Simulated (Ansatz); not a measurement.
Planning a run of Ansatz 0.2.0 on Ba2SrTi3O9 (perovskite [001] superlattice) (P4mm). The input:

The structure was built from a prototype and need not be the compound's stable phase.

```yaml
crystal:
  lattice:
    - [3.9525, 0.0, 0.0]
    - [0.0, 3.9525, 0.0]
    - [0.0, 0.0, 11.9542125237]
  atoms:
    - { symbol: Sr, position: [0.0, 0.0, 0.0846578316] }
    - { symbol: O, position: [0.5, 0.5, 0.0846578316] }
    - { symbol: Ti, position: [0.5, 0.5, 0.2460265053] }
    - { symbol: O, position: [0.5, 0.0, 0.2460265053] }
    - { symbol: O, position: [0.0, 0.5, 0.2460265053] }
    - { symbol: Ba, position: [0.0, 0.0, 0.4073951791] }
    - { symbol: O, position: [0.5, 0.5, 0.4073951791] }
    - { symbol: Ti, position: [0.5, 0.5, 0.5767108422] }
    - { symbol: O, position: [0.5, 0.0, 0.5767108422] }
    - { symbol: O, position: [0.0, 0.5, 0.5767108422] }
    - { symbol: Ba, position: [0.0, 0.0, 0.7460265053] }
    - { symbol: O, position: [0.5, 0.5, 0.7460265053] }
    - { symbol: Ti, position: [0.5, 0.5, 0.9153421684] }
    - { symbol: O, position: [0.5, 0.0, 0.9153421684] }
    - { symbol: O, position: [0.0, 0.5, 0.9153421684] }
kpoints:
  mp_grid: { grid: [6, 6, 2] }
hamiltonian:
  xc: pbesol
  pseudopotentials: { kind: paw, azcp: { folder: soft_1 }, xc_functional: pbe }
scf:
  occupations: { method: fermi_dirac, width: 0.02 }
relax:
  f_tol: 0.015
  max_steps: 100
  cell: {}
output:
  write_density: true
  write_potential: true
  elf: true
  volumetric_format: npy
```

```sh
ansatz run input.yaml --threads 3 --pin off --max-ram 92160MiB --backend cuda --events-out ev --progress --plain --runs-dir out --devices 1 --max-vram 13GiB
```

Q: Estimate wall time and host memory on 1 × NVIDIA H100 80GB HBM3 (shared by 6 runs) with 3 threads of AMD EPYC 7R13 (Zen 3), shared host.

It took 72 s; on shared hardware allow 36 s to 2.4 min. Peak host memory was 1.0 GiB. The sizes that set the cost: 3633 plane waves a state, 20 irreducible k points and 118 SCF cycles.

[Paths, hosts, dates, memory and timing lines, banners, echoed tables and standing remarks are left out of the program output.]

[Logs are printed without paths, hosts, clocks, repeated set-up lines and the standing remarks that a program may print on its own settings, such as how far it seeks lower states.]

[Runs of the session that timed out or met a known fault of the program may be left out.]

[Cells called generated may have been cut or substituted from an entry of the Crystallography Open Database or the Materials Project.]

[Hosts, paths, dates, database ids (printed as entryN), source tags and the programs' standing remarks are cut or masked in the printed files.]
